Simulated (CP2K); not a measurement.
Consider methyloxirane at its PBE geometry (Å).

```xyz
10

C    -1.2009   -0.0675    0.3727
C     0.0514    0.4551   -0.2743
C     1.3055   -0.3168   -0.3095
O     1.1494    0.7858    0.6209
H    -0.9504   -0.7623    1.1851
H    -1.7921    0.7575    0.7945
H    -1.8298   -0.5946   -0.3596
H    -0.0942    1.1980   -1.0673
H     1.3319   -1.3103    0.1492
H     2.0292   -0.1449   -1.1117
```

Method: CP2K XAS_TDP, all-electron GAPW, PBEh(45%), aug-cc-pVDZ, TDA, no relativity.

Question: Predict the bright core excitations at the C K edge.

Leading lines: C1 283.80 eV, C2 285.07 eV and C3 284.62 eV. The leading line of an atom is its first one with 35 % of the strongest within 2.5 eV of its lowest line over the strength cut. 

The first six lines of each atom with a strength over 0.0015:

| atom | energy (eV) | states | strength, one atom |
| --- | --- | --- | --- |
| C1 (bonded to C and 3 H) | 283.80 | 1 | 0.0072 |
|  | 284.51 | 1 | 0.0175 |
|  | 284.53 | 1 | 0.0200 |
|  | 284.97 | 1 | 0.0030 |
|  | 285.43 | 1 | 0.0058 |
|  | 285.56 | 1 | 0.0017 |
| C2 (bonded to 2 C, O and H) | 285.07 | 1 | 0.0552 |
|  | 285.55 | 1 | 0.0124 |
|  | 286.14 | 1 | 0.0110 |
|  | 286.57 | 1 | 0.0029 |
|  | 287.33 | 1 | 0.0035 |
|  | 287.56 | 1 | 0.0030 |
| C3 (bonded to C, O and 2 H) | 284.62 | 1 | 0.0431 |
|  | 285.30 | 1 | 0.0073 |
|  | 285.76 | 1 | 0.0195 |
|  | 286.36 | 1 | 0.0185 |
|  | 286.97 | 1 | 0.0060 |
|  | 287.24 | 1 | 0.0017 |

Lines are vertical, at one geometry, with no vibrational structure. Without a correction of the core level, line positions, and the gaps between valence and Rydberg lines, follow the share of exact exchange. At this level such K lines come out 3 to 6 eV under measured ones. These values hold no scalar relativity, about 0.1 eV for C 1s. Rydberg lines, and the discretised continuum above threshold, depend on the basis and the box.

[Banner, clock and machine lines of the logs are left out without a mark of their own.]

[Logs are printed without paths, hosts, clocks, repeated set-up lines and the standing remarks that a program may print on its own settings, such as how far it seeks lower states.]

[Hosts, paths, dates, database ids (printed as entryN), source tags and the programs' standing remarks are cut or masked in the printed files.]
